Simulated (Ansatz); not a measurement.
# Ab initio dynamics of molten SrBr2 (117 atoms)

Wanted: pair distributions and atomic motion in SrBr2 (117 atoms) at high temperature.

Program: Ansatz 0.2.0. Level of theory: Kohn-Sham DFT, PBE+D3(BJ), PAW (set soft_2), plane waves. Results are calculated unless marked as measured.

## Step 1: The structure

The cell holds 117 atoms: 39 Sr and 78 Br. Cell: a = 16.326 Å, b = 16.326 Å, c = 16.326 Å, α = 90.0°, β = 90.0°, γ = 90.0°. 117 atoms (39 Sr, 78 Br) packed at random in a cube at 3.68 g/cm³ and pushed apart as soft spheres, cations and anions kept from their own kind; a start for melting by ab initio MD, not an equilibrated structure. The density is the measured one of the melt at 950 K (3.6822 g/cm³).

Limits known from the start: Sampling is at Γ alone, for a cell whose shortest periodic width is 16 Å.

## Step 2: Single point at the start

The forces at the start show how far the geometry lies from a minimum of this functional.

Input file input.yaml:

```yaml
crystal:
  lattice:
    - [16.3262, 0.0, 0.0]
    - [0.0, 16.3262, 0.0]
    - [0.0, 0.0, 16.3262]
  atoms:
    - { symbol: Sr, position: [0.97759, 0.13059, 0.54468] }
    - { symbol: Sr, position: [0.28892, 0.70516, 0.00761] }
    - { symbol: Sr, position: [0.18695, 0.7972, 0.82443] }
    - { symbol: Sr, position: [0.82497, 0.25914, 0.14085] }
    - { symbol: Sr, position: [0.96477, 0.66175, 0.16972] }
    - { symbol: Sr, position: [0.80206, 0.18279, 0.6815] }
    - { symbol: Sr, position: [0.663, 0.61319, 0.55238] }
    - { symbol: Sr, position: [0.5727, 0.89509, 0.6211] }
    - { symbol: Sr, position: [0.42878, 0.0114, 0.28089] }
    - { symbol: Sr, position: [0.20265, 0.346, 0.44079] }
    - { symbol: Sr, position: [0.68975, 0.79029, 0.82222] }
    - { symbol: Sr, position: [0.861, 0.1574, 0.34254] }
    - { symbol: Sr, position: [0.60758, 0.15893, 0.56502] }
    - { symbol: Sr, position: [0.08351, 0.41683, 0.06235] }
    - { symbol: Sr, position: [0.20085, 0.57736, 0.17596] }
    - { symbol: Sr, position: [0.9366, 0.5688, 0.69441] }
    - { symbol: Sr, position: [0.49274, 0.22673, 0.23253] }
    - { symbol: Sr, position: [0.86705, 0.12831, 0.93724] }
    - { symbol: Sr, position: [0.92028, 0.36098, 0.60072] }
    - { symbol: Sr, position: [0.73544, 0.88178, 0.14689] }
    - { symbol: Sr, position: [0.17968, 0.90535, 0.02607] }
    - { symbol: Sr, position: [0.00819, 0.0364, 0.21591] }
    - { symbol: Sr, position: [0.23675, 0.52841, 0.72457] }
    - { symbol: Sr, position: [0.69602, 0.73161, 0.31491] }
    - { symbol: Sr, position: [0.00676, 0.39996, 0.30353] }
    - { symbol: Sr, position: [0.68454, 0.09201, 0.07208] }
    - { symbol: Sr, position: [0.86884, 0.70924, 0.52702] }
    - { symbol: Sr, position: [0.18166, 0.73362, 0.34247] }
    - { symbol: Sr, position: [0.4262, 0.83537, 0.13487] }
    - { symbol: Sr, position: [0.39527, 0.70457, 0.80496] }
    - { symbol: Sr, position: [0.78504, 0.37638, 0.85127] }
    - { symbol: Sr, position: [0.42282, 0.30277, 0.90796] }
    - { symbol: Sr, position: [0.58814, 0.70165, 0.00718] }
    - { symbol: Sr, position: [0.13827, 0.94257, 0.47887] }
    - { symbol: Sr, position: [0.07963, 0.22317, 0.9398] }
    - { symbol: Sr, position: [0.78183, 0.43817, 0.27681] }
    - { symbol: Sr, position: [0.45993, 0.52691, 0.9337] }
    - { symbol: Sr, position: [0.29838, 0.08344, 0.75023] }
    - { symbol: Sr, position: [0.43073, 0.47, 0.42593] }
    - { symbol: Br, position: [0.89771, 0.94259, 0.07164] }
    - { symbol: Br, position: [0.54537, 0.61786, 0.31973] }
    - { symbol: Br, position: [0.79857, 0.32411, 0.42647] }
    - { symbol: Br, position: [0.33154, 0.23964, 0.52885] }
    - { symbol: Br, position: [0.12747, 0.37879, 0.68773] }
    - { symbol: Br, position: [0.03831, 0.88595, 0.90014] }
    - { symbol: Br, position: [0.38241, 0.65367, 0.16326] }
    - { symbol: Br, position: [0.23223, 0.70884, 0.54516] }
    - { symbol: Br, position: [0.92563, 0.31821, 0.99256] }
    - { symbol: Br, position: [0.50793, 0.20732, 0.04636] }
    - { symbol: Br, position: [0.15753, 0.10799, 0.59684] }
    - { symbol: Br, position: [0.57986, 0.70758, 0.69299] }
    - { symbol: Br, position: [0.73488, 0.35692, 0.64334] }
    - { symbol: Br, position: [0.61289, 0.44997, 0.47235] }
    - { symbol: Br, position: [0.67977, 0.22268, 0.81917] }
    - { symbol: Br, position: [0.12435, 0.08292, 0.82193] }
    - { symbol: Br, position: [0.29438, 0.4634, 0.55677] }
    - { symbol: Br, position: [0.19014, 0.40668, 0.25633] }
    - { symbol: Br, position: [0.087, 0.06829, 0.04726] }
    - { symbol: Br, position: [0.84813, 0.52175, 0.53313] }
    - { symbol: Br, position: [0.98324, 0.49725, 0.86273] }
    - { symbol: Br, position: [0.31842, 0.27171, 0.75417] }
    - { symbol: Br, position: [0.36069, 0.90559, 0.97236] }
    - { symbol: Br, position: [0.13597, 0.74292, 0.1121] }
    - { symbol: Br, position: [0.66869, 0.29232, 0.24147] }
    - { symbol: Br, position: [0.60271, 0.07363, 0.24141] }
    - { symbol: Br, position: [0.53625, 0.05587, 0.87825] }
    - { symbol: Br, position: [0.94001, 0.27692, 0.76865] }
    - { symbol: Br, position: [0.5591, 0.85083, 0.26715] }
    - { symbol: Br, position: [0.06551, 0.58882, 0.31205] }
    - { symbol: Br, position: [0.31842, 0.22354, 0.30134] }
    - { symbol: Br, position: [0.44877, 0.88042, 0.76291] }
    - { symbol: Br, position: [0.95439, 0.68986, 0.98313] }
    - { symbol: Br, position: [0.42545, 0.53375, 0.73057] }
    - { symbol: Br, position: [0.79654, 0.87722, 0.57305] }
    - { symbol: Br, position: [0.59792, 0.43489, 0.84303] }
    - { symbol: Br, position: [0.1864, 0.37552, 0.90922] }
    - { symbol: Br, position: [0.57709, 0.90692, 0.04671] }
    - { symbol: Br, position: [0.75281, 0.56513, 0.73643] }
    [... 33 atom lines left out ...]
    - { symbol: Br, position: [0.07571, 0.69479, 0.71109] }
    - { symbol: Br, position: [0.63782, 0.51401, 0.13887] }
    - { symbol: Br, position: [0.03176, 0.76664, 0.45193] }
    - { symbol: Br, position: [0.40696, 0.85597, 0.53952] }
    - { symbol: Br, position: [0.07593, 0.54211, 0.53594] }
    - { symbol: Br, position: [0.61339, 0.77943, 0.47757] }
kpoints:
  mp_grid: { grid: [1, 1, 1] }
hamiltonian:
  xc: pbe
  dispersion: d3bj
scf:
  occupations: { method: fermi_dirac, width: 0.122 }
output:
  forces: true
```

Started as:

```
> ansatz run input.yaml --threads 32 --pin off --max-ram 143360MiB --backend cuda --events-out ev --progress --plain --runs-dir out
```

Numbers of over 12 decimals in the logs are rounded to 6 here.

The log of the run:

```text
band count auto-derived: 594 (N_el = 936.0; filled up to band 468; 585 by the electrons, moments and atoms)
Engine: ansatz 0.2.0, aarch64-unknown-linux-gnu
Pseudopotentials: kind: paw
Pseudopotential: Sr, paw, valence charge 10, recommended cutoff 420 eV (normal), Sr.paw.azcp
Pseudopotential: Br, paw, valence charge 7, recommended cutoff 420 eV (normal), Br.paw.azcp
[... 5 lines on functional and potentials left out ...]
device memory: the entry about to start is reckoned to put 8.6 GiB on a device that reports 182.5 GiB free
GPU FFT provider: cuFFT
GPU libraries: cuBLAS 13.8.1, cuFFT 12.4.0, cuSOLVER 12.3.2
GPU matrix products: emulated (plane waves: as basis.precision tells), large ones in fixed point in workspaces of 1.00 GiB
Crystal: 117 atoms, lattice volume = 4351.664 Å³
Basis set: ecut = 420 eV, 84967 PW (Γ), exchange–correlation on 240×240×240 points (8 copies of the dense FFT grid, shifted against one another)
Bands: 594, of which v1, the nominal top of the filled ones, is band 468 counted from 1 (467 counted from 0)
Symmetry: 1 space group operations
Space group: P1 (ITA 1), of the structure as read, at distance tolerance 1.6e-4 Å
k-points: 1
[... 5 lines on functional and potentials left out ...]
Initial density: superposition of atomic densities (neutral atoms: chi_scale 0, normalization atom), corrected by the library's trained network
Initial wavefunctions: pseudopotential atomic-orbital guess
GPU buffer pool allocated for 1728000 grid points (all kernels)
GPU transforms: local potential and band sums: pruned to the plane-wave sphere, on 120×120×120
Functional: x = pbe(κ = 0.804, μ = 0.219515), c = pbe(β = 0.066725)
SCF iter   1: F=—  HF=-355515.202538 eV  |F-HF|=—  |Δ(HF+E_count)|=         —  Δρ=2.47e-3  dr2=1.34e0  ethr=1.77e-3  ⟨swp⟩=11.0  Hψ=3933  notcnv=0  defer=39
preconditioner: auto → LDOS  [metal: Δε(μ)=0.118 eV  Ē_g=5.218 eV  σ=0.122 eV  W_gap=0.23  n_scr=738 (ndim 8)  ℏωp=12.2 eV  f_vac=0.038  D(μ)=39.27/eV (n_scr^D=170)  β→1.0]
SCF iter   2: F=—  HF=-355515.163501 eV  |F-HF|=—  |Δ(HF+E_count)|=   3.90e-2  Δρ=1.25e-3  dr2=2.75e-1  ethr=1.43e-4  ⟨swp⟩=3.0  Hψ=1215  notcnv=0  defer=33
SCF iter   3: F=—  HF=-355515.124998 eV  |F-HF|=—  |Δ(HF+E_count)|=   3.85e-2  Δρ=6.90e-4  dr2=8.21e-2  ethr=2.94e-5  ⟨swp⟩=2.0  Hψ=975  notcnv=0  defer=33
SCF iter   4: F=—  HF=-355515.103181 eV  |F-HF|=—  |Δ(HF+E_count)|=   2.18e-2  Δρ=2.90e-4  dr2=1.46e-2  ethr=8.77e-6  ⟨swp⟩=2.0  Hψ=829  notcnv=0  defer=33
SCF iter   5: F=—  HF=-355515.117484 eV  |F-HF|=—  |Δ(HF+E_count)|=   1.43e-2  Δρ=1.60e-4  dr2=4.81e-3  ethr=1.56e-6  ⟨swp⟩=2.0  Hψ=966  notcnv=0  defer=33
SCF iter   6: F=—  HF=-355515.109466 eV  |F-HF|=—  |Δ(HF+E_count)|=   8.02e-3  Δρ=7.63e-5  dr2=1.03e-3  ethr=5.14e-7  ⟨swp⟩=2.0  Hψ=745  notcnv=0  defer=33
SCF iter   7: F=—  HF=-355515.117140 eV  |F-HF|=—  |Δ(HF+E_count)|=   7.67e-3  Δρ=3.67e-5  dr2=2.22e-4  ethr=1.11e-7  ⟨swp⟩=2.0  Hψ=936  notcnv=0  defer=33
SCF iter   8: F=—  HF=-355515.107617 eV  |F-HF|=—  |Δ(HF+E_count)|=   9.52e-3  Δρ=1.76e-5  dr2=4.67e-5  ethr=2.37e-8  ⟨swp⟩=2.0  Hψ=1020  notcnv=0  defer=33
SCF iter   9: F=—  HF=-355515.107619 eV  |F-HF|=—  |Δ(HF+E_count)|=   1.88e-6  Δρ=9.26e-6  dr2=1.10e-5  ethr=4.99e-9  ⟨swp⟩=2.0  Hψ=944  notcnv=0  defer=33
SCF iter  10: F=—  HF=-355515.107619 eV  |F-HF|=—  |Δ(HF+E_count)|=   6.24e-7  Δρ=4.94e-6  dr2=2.83e-6  ethr=1.18e-9  ⟨swp⟩=2.0  Hψ=934  notcnv=0  defer=33
SCF iter  11: F=-355515.107619 eV  HF=-355515.107619 eV  |F-HF|=1.77e-7  |Δ(HF+E_count)|=   2.93e-7  Δρ=2.58e-6  dr2=6.60e-7  ethr=1.07e-10  ⟨swp⟩=4.0  Hψ=1965  notcnv=0
SCF 1 converged in 11 iterations: F = -355515.107619 eV  dr2 = 6.60e-7
  greatest PAW one-centre occupation: 0.988 electrons in one spin orbital (limit 2), on the Sr atom at site 32 (counted from 0), in its partial waves of l = 0
SCF converged after 11 iterations
Free energy (F): -355515.107619 eV
Harris-Foulkes:  -355515.107619 eV  (|F-HF|=1.77e-7)
Internal energy: -355513.014856 eV  (E = F + TS)
E sigma→0 (E₀):  -355514.061237 eV
Entropy (-TS):   -2.092764 eV (-17.887 meV/atom)
Fermi energy:    3.793957 eV
--- Per-component energies (eV) ---
  E_band       = -6770.864051
  E_kinetic    = 19857.813170
  E_local      = -48916.214574  (includes V_loc(G=0)·N_el)
  E_nonlocal   = 13344.104391
  E_hartree    = 12891.080083
  E_xc         = -27351.953921
  E_vxc        = -14345.418041  (∫ρ·V_xc dr)
  E_paw        = -280331.205564  (= ΣΔE_a)
  E_vpaw       = -2493.303730  (= ΣTr[D̂ρ^β])
  E_aug_tail   = -0.000051  (compensation charges beyond the density's cutoff)
  E_ewald      = -44980.567129
  E_disp       = -26.071263  (pairwise vdW)
  E_smearing   = -2.092764  (= −TS)
  E_closure    = 0.000000  (closes the sum)
  Σ components = -355515.107619   (vs F -355515.107619, Δ=0.00e0)
--- Forces (eV/Å), atoms counted from 1 ---
[... 117 lines of forces left out ...]
  max |Σ_I F_I| component: 1.10e-4 eV/Å
```

Run time: 2.3 s. Hardware: 1 × NVIDIA GB200 with 32 threads of Arm Neoverse V2, shared host; peak memory 1.9 GiB.

That memory is the host's; the program planned up to 8.6 GiB on the GPU. Forces of this run were stored rounded, and per-atom blocks of the log weren't kept.

Read from the output:

| Item | Value |
| --- | --- |
| free energy | -355515.1076 eV |
| free energy per atom | -3038.5907 eV/atom |
| SCF cycles | 11 |
| r.m.s. force component | 0.676 eV/Å |
| longest force | 2.791 eV/Å |
| Fermi energy | 3.794 eV |

The r.m.s. force component of 0.68 eV/Å sets the starting point.

Length of the force by element:

| element | coordination | atoms | mean length of the force (eV/Å) | spread | least | most |
| --- | --- | --- | --- | --- | --- | --- |
| Br | all | 78 | 0.727 | 0.355 | 0.086 | 1.62 |
| Sr | all | 39 | 1.58 | 0.565 | 0.297 | 2.79 |

## Step 3: Melting at 1420 K

The random start is held at a high temperature, to make it forget its packing.

input.yaml, as its differences from that of step 2:

```diff
@@ -16 +16,8 @@
   forces: true
+md:
+  timestep: 3
+  n_steps: 300
+  ensemble: nvt_langevin
+  temperature: 1420
+  initial_velocities: maxwell_boltzmann
+  seed: 8623
```

The log of the run:

```text
Warning: md: disabling space-group detection — thermal motion breaks the input geometry's symmetry, so no spatial operation reduces the k-mesh or symmetrises the density; time reversal is kept, so that k and −k are solved as one point where they differ and the mesh holds both, and exact exchange and, on two spinor components, a DFT+U term hold to it where the run has them: [...]
[...]
Crystal: 117 atoms, lattice volume = 4351.664 Å³
Basis set: ecut = 420 eV, 84967 PW (Γ), exchange–correlation on 240×240×240 points (8 copies of the dense FFT grid, shifted against one another)
Bands: 594, of which v1, the nominal top of the filled ones, is band 468 counted from 1 (467 counted from 0)
Symmetry: 1 space group operations
k-points: 1
[...]
SCF iter   1: F=—  HF=-355515.202500 eV  |F-HF|=—  |Δ(HF+E_count)|=         —  Δρ=2.47e-3  dr2=1.34e0  ethr=1.77e-3  ⟨swp⟩=11.0  Hψ=3933  notcnv=0  defer=39
[...]
SCF iter   2: F=—  HF=-355515.163495 eV  |F-HF|=—  |Δ(HF+E_count)|=   3.90e-2  Δρ=1.25e-3  dr2=2.75e-1  ethr=1.43e-4  ⟨swp⟩=3.0  Hψ=1215  notcnv=0  defer=33
[...]
SCF iter  13: F=-355515.107620 eV  HF=-355515.107620 eV  |F-HF|=1.48e-8  |Δ(HF+E_count)|=   3.32e-8  Δρ=7.28e-7  dr2=5.54e-8  ethr=1.07e-11  ⟨swp⟩=4.0  Hψ=1918  notcnv=0
SCF 1 converged in 13 iterations: F = -355515.107620 eV  dr2 = 5.54e-8
[...]
md step     0: t =     0.00 fs  T =  1407.9 K  F+E_penalty+E_count = -355515.10761957 eV  E_kin = 21.291707 eV  (13 SCF iters)
[... from here on, the SCF cycles and remarks between the steps are left out ...]
md step    16: t =    48.00 fs  T =  1680.2 K  F+E_penalty+E_count = -355522.81206740 eV  E_kin = 25.409854 eV  (8 SCF iters)
md step    36: t =   108.00 fs  T =  1757.8 K  F+E_penalty+E_count = -355531.88185083 eV  E_kin = 26.584237 eV  (9 SCF iters)
md step    56: t =   168.00 fs  T =  1856.9 K  F+E_penalty+E_count = -355539.95668922 eV  E_kin = 28.082779 eV  (8 SCF iters)
md step    76: t =   228.00 fs  T =  1690.9 K  F+E_penalty+E_count = -355543.96383360 eV  E_kin = 25.572491 eV  (7 SCF iters)
md step    96: t =   288.00 fs  T =  1605.5 K  F+E_penalty+E_count = -355544.81740486 eV  E_kin = 24.281320 eV  (6 SCF iters)
md step   116: t =   348.00 fs  T =  1512.8 K  F+E_penalty+E_count = -355548.80015059 eV  E_kin = 22.878059 eV  (6 SCF iters)
md step   136: t =   408.00 fs  T =  1549.8 K  F+E_penalty+E_count = -355550.32517444 eV  E_kin = 23.438253 eV  (5 SCF iters)
md step   156: t =   468.00 fs  T =  1404.3 K  F+E_penalty+E_count = -355551.75676281 eV  E_kin = 21.238206 eV  (5 SCF iters)
md step   176: t =   528.00 fs  T =  1375.2 K  F+E_penalty+E_count = -355554.74632678 eV  E_kin = 20.797615 eV  (5 SCF iters)
md step   196: t =   588.00 fs  T =  1426.7 K  F+E_penalty+E_count = -355555.18355754 eV  E_kin = 21.577116 eV  (5 SCF iters)
md step   216: t =   648.00 fs  T =  1542.1 K  F+E_penalty+E_count = -355553.17228608 eV  E_kin = 23.321548 eV  (5 SCF iters)
md step   220: t =   660.00 fs  T =  1612.5 K  F+E_penalty+E_count = -355553.70132419 eV  E_kin = 24.386722 eV  (7 SCF iters)
md step   224: t =   672.00 fs  T =  1561.0 K  F+E_penalty+E_count = -355554.25395560 eV  E_kin = 23.607393 eV  (5 SCF iters)
md step   228: t =   684.00 fs  T =  1484.7 K  F+E_penalty+E_count = -355554.21889454 eV  E_kin = 22.454387 eV  (5 SCF iters)
md step   232: t =   696.00 fs  T =  1461.4 K  F+E_penalty+E_count = -355554.08417743 eV  E_kin = 22.100895 eV  (5 SCF iters)
md step   236: t =   708.00 fs  T =  1441.3 K  F+E_penalty+E_count = -355553.91546891 eV  E_kin = 21.796737 eV  (5 SCF iters)
md step   240: t =   720.00 fs  T =  1389.4 K  F+E_penalty+E_count = -355553.57977410 eV  E_kin = 21.013081 eV  (7 SCF iters)
md step   244: t =   732.00 fs  T =  1404.3 K  F+E_penalty+E_count = -355552.98049519 eV  E_kin = 21.237270 eV  (5 SCF iters)
md step   248: t =   744.00 fs  T =  1376.0 K  F+E_penalty+E_count = -355552.42626385 eV  E_kin = 20.809932 eV  (6 SCF iters)
md step   252: t =   756.00 fs  T =  1441.6 K  F+E_penalty+E_count = -355552.26594216 eV  E_kin = 21.801453 eV  (6 SCF iters)
md step   256: t =   768.00 fs  T =  1372.3 K  F+E_penalty+E_count = -355552.79816702 eV  E_kin = 20.754249 eV  (6 SCF iters)
md step   260: t =   780.00 fs  T =  1527.8 K  F+E_penalty+E_count = -355554.24175675 eV  E_kin = 23.105744 eV  (7 SCF iters)
md step   264: t =   792.00 fs  T =  1773.6 K  F+E_penalty+E_count = -355555.40339365 eV  E_kin = 26.822650 eV  (5 SCF iters)
md step   268: t =   804.00 fs  T =  1739.9 K  F+E_penalty+E_count = -355555.62886544 eV  E_kin = 26.312846 eV  (5 SCF iters)
md step   272: t =   816.00 fs  T =  1589.1 K  F+E_penalty+E_count = -355555.04440665 eV  E_kin = 24.032146 eV  (5 SCF iters)
md step   276: t =   828.00 fs  T =  1431.4 K  F+E_penalty+E_count = -355554.48650244 eV  E_kin = 21.646973 eV  (6 SCF iters)
md step   280: t =   840.00 fs  T =  1457.2 K  F+E_penalty+E_count = -355554.44612211 eV  E_kin = 22.037345 eV  (7 SCF iters)
md step   284: t =   852.00 fs  T =  1413.7 K  F+E_penalty+E_count = -355554.75513020 eV  E_kin = 21.380355 eV  (5 SCF iters)
md step   288: t =   864.00 fs  T =  1468.5 K  F+E_penalty+E_count = -355555.53550239 eV  E_kin = 22.208247 eV  (5 SCF iters)
md step   292: t =   876.00 fs  T =  1493.7 K  F+E_penalty+E_count = -355555.89028431 eV  E_kin = 22.589694 eV  (5 SCF iters)
md step   296: t =   888.00 fs  T =  1591.1 K  F+E_penalty+E_count = -355555.68168981 eV  E_kin = 24.063409 eV  (5 SCF iters)
md step   299: t =   897.00 fs  T =  1676.4 K  F+E_penalty+E_count = -355555.38043830 eV  E_kin = 25.352181 eV  (5 SCF iters)
md step   300: t =   900.00 fs  T =  1724.7 K  F+E_penalty+E_count = -355555.24910380 eV  E_kin = 26.083741 eV  (7 SCF iters)
SCF converged after 7 iterations
Free energy (F): -355555.249104 eV
[...]
Internal energy: -355555.248389 eV  (E = F + TS)
E sigma→0 (E₀):  -355555.248746 eV
Entropy (-TS):   -0.000715 eV (-0.006 meV/atom)
Fermi energy:    4.546834 eV
[...]
--- Forces (eV/Å), atoms counted from 1 ---
[... 117 lines of forces left out ...]
  max |Σ_I F_I| component: 5.78e-6 eV/Å
--- MD trajectory: 300 steps, t = 0.0 → 900.0 fs ---
  final state: T = 1724.7 K   F+E_penalty+E_count = -355555.24910380 eV   E_kin = 26.083741 eV
```

The job ended after 3.4 min (1 × NVIDIA GB200 with 32 threads; peak memory 1.9 GiB).

That memory is the host's.

The program notes that it switched symmetry off.

Rows from the run:

| time (fs) | T (K) | potential (meV/atom) |
| --- | --- | --- |
| 0.0 | 1408 | 0.0 |
| 60.0 | 1663 | -77.0 |
| 120.0 | 1772 | -157.8 |
| 180.0 | 1923 | -215.5 |
| 240.0 | 1597 | -255.1 |
| 300.0 | 1653 | -260.1 |
| 360.0 | 1493 | -291.8 |
| 420.0 | 1573 | -307.9 |
| 480.0 | 1388 | -319.5 |
| 540.0 | 1348 | -338.3 |
| 600.0 | 1461 | -341.6 |
| 660.0 | 1613 | -329.9 |
| 720.0 | 1389 | -328.8 |
| 780.0 | 1528 | -334.5 |
| 840.0 | 1457 | -336.2 |
| 900.0 | 1725 | -343.1 |

Mean square displacement from the first frame to the last: Sr 2.4 Å², Br 2.3 Å².

The mean square displacement by time lag:

| time lag (fs) | Br (Å²) | Sr (Å²) |
| --- | --- | --- |
| 3 | 4.3e-4 | 3.9e-4 |
| 21 | 0.0198 | 0.0178 |
| 39 | 0.0628 | 0.0560 |
| 57 | 0.122 | 0.107 |
| 96 | 0.273 | 0.234 |
| 114 | 0.343 | 0.292 |
| 132 | 0.408 | 0.348 |
| 150 | 0.469 | 0.403 |
| 168 | 0.525 | 0.457 |
| 189 | 0.586 | 0.517 |
| 207 | 0.635 | 0.567 |
| 243 | 0.724 | 0.659 |
| 261 | 0.766 | 0.701 |
| 282 | 0.813 | 0.749 |
| 300 | 0.852 | 0.790 |
| 318 | 0.891 | 0.830 |
| 336 | 0.928 | 0.871 |
| 354 | 0.965 | 0.914 |
| 393 | 1.04 | 1.01 |
| 411 | 1.08 | 1.06 |
| 429 | 1.11 | 1.11 |
| 450 | 1.15 | 1.17 |

Over the second half of 900 fs the temperature averages 1469 K with swings of 103 K r.m.s. From first frame to last Sr has the largest mean square displacement, 2.4 Å² at the end; the farthest move is 3.55 Å. By the end of the lags followed (0.45 ps), the least mobile element has a mean square displacement of 1.2 Å², too little over such short lags to show that the memory of the start is lost. The run spans 0.90 ps, too short for its means to be equilibrium values.

(Part 1 of 5 ends here.)

[Logs are printed without paths, hosts, clocks, repeated set-up lines and the standing remarks that a program may print on its own settings, such as how far it seeks lower states.]

[Hosts, paths, dates, database ids (printed as entryN), source tags and the programs' standing remarks are cut or masked in the printed files.]
